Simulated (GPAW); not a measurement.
# Surface energy and work function of Na(110) from slabs of 3 to 12 layers (RPBE)

How do energy and work function of Na(110) films settle with thickness, and what surface energy follows?

**Method.** GPAW 26.7.0, plane waves at 450 eV with PAW setups; symmetric 1×1 slabs cut at the tabulated lattice constant (two decimals; low-temperature values for the alkali metals), atoms at bulk places, 7.5 Å of vacuum on each side, one in-plane mesh for all thicknesses, Fermi-Dirac smearing of 0.1 eV. Energies are extrapolated to zero smearing and count from the program's reference atoms. Functional RPBE. The cell's area is 12.652 Å².

What came out, but for one run:

| layers | energy (eV) | work function (eV) |
| --- | --- | --- |
| 3 | −3.3288 | 2.85 |
| 4 | −4.5280 | 2.81 |
| 5 | −5.7374 | 2.78 |
| 6 | −6.9425 | 2.76 |
| 7 | −8.1537 | 2.76 |
| 8 | −9.3552 | 2.77 |
| 9 | −10.5648 | 2.77 |
| 10 | −11.7666 | 2.78 |
| 11 | −12.9713 | 2.77 |
| 12 | ? | ? |

**Question.** What surface energy do these runs give, and what energy and work function should the 12-layer slab have?

A: A slab of n layers has E(n) = nε + 2Aγ once its middle is bulk-like. A line through n = 6 to 11 has the slope ε = −1.2055 eV a layer and the intercept 2Aγ = 0.2877 eV (r.m.s. residual 2.2 meV). So γ = 0.2877 / (2 × 12.652 Å²) = 0.0114 eV/Å² = 0.18 J/m², with a standard error of under 0.01 J/m² from the scatter about the line. For 12 layers: 0.2877 + 12 × (−1.2055) = −14.178 eV; the run gives −14.178 eV, 0.4 meV over the line. The work function has no such law: from 6 to 11 layers it moves between 2.76 and 2.78 eV (mean 2.77), and the 12-layer slab gives 2.77 eV. The thinnest slab, 3 layers, lies +0.08 eV from that mean.

Caveats: The surfaces are unrelaxed, so γ is an upper bound for this functional and lattice constant. The tabulated lattice constant isn't the functional's own, which strains the slab a little.
